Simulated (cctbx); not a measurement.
## Lattice, Laue class and space group of a new crystal

Cell: a = 7.2290 Å, b = 7.2290 Å, c = 3.8400 Å, α = 90.00°, β = 90.00°, γ = 90.00°. Expected content of the cell: Eu2 Ni8 B8.

Simulated single-crystal data (cctbx): Mo Kα, λ = 0.71073 Å, to d = 0.7 Å, 50 % of the full sphere, strongest reflection 5000 counts, noise from counting, a 1.5 % proportional error and a noise floor of 4 counts (s.d.); no absorption.

A first pass over the reflections prints:

```text
1234 reflections to d = 0.700 A
centring   violations  <I/sigma> of those
    A        452 of   616     11.4
    B        463 of   625     11.5
    C        437 of   629     11.4
    I        313 of   604      6.1
    R        633 of   827     11.8
    F        676 of   935     11.4
Laue class    unique    Rint  (classes that these axes allow; Friedel mates merged)
P -1              926   0.030
P 1 2/m 1         618   0.222
P 1 1 2/m         629   0.032
P 2/m 1 1         609   0.225
P m m m           391   0.224
P 4/m             348   0.037
P 4/m m m         220   0.239
space group    extra absences  I>4sigma  <I/sigma>
P 4                     0          0         -  acentric
P 42                    2          0      -1.6  acentric
P -4                    0          0         -  acentric
P 4/m                   0          0         -  centric
P 42/m                  2          0      -1.6  centric
P 4/n :1               79          0       0.2  centric
P 4/n :2               79          0       0.2  centric
P 42/n :1              81          0       0.2  centric
P 42/n :2              81          0       0.2  centric
Wilson B = 1.13 A^2   <|E^2-1|> = 0.750 (0.968 centric, 0.736 acentric)   E^2>4: 1.5 %
shell (A)         n   <I/sigma>
 7.23 - 1.40     48     29.2
 1.40 - 1.11     46     27.0
 1.11 - 0.97     40     22.2
 0.97 - 0.88     45     18.5
 0.88 - 0.82     40     17.8
 0.82 - 0.77     38     11.2
 0.77 - 0.73     44     15.9
 0.73 - 0.70     47     12.5
```

Q: Read the symmetry from these tables.

Every centring test has many violations, so the lattice is primitive.

Rint stays low (0.030 to 0.037) up to P 4/m and is 0.222 or more in the other classes.

9 settings pass the absence test. The most absences obeyed, 81, belong to P 42/n alone.

⟨|E²−1|⟩ = 0.750 leans to a non-centrosymmetric structure. Here that hint misleads: twinning lowers the statistic a little, and few, heavy or special-position atoms do the rest. The Wilson B of 1.13 Å² means U ≈ 0.0143 Å².

The true group is P4_2/n (no. 86, origin choice 1), Laue class 4/m, centrosymmetric. The tables fix it.

The crystal is twinned by the law (1 0 0 0 -1 0 0 0 -1) with a minor fraction of 0.2; Rint in the higher class falls towards the noise as the fraction nears 1/2.

This is a model crystal, built by substitution and not relaxed, with assumed displacement parameters.

[Logs are printed without paths, hosts, clocks, repeated set-up lines and the standing remarks that a program may print on its own settings, such as how far it seeks lower states.]
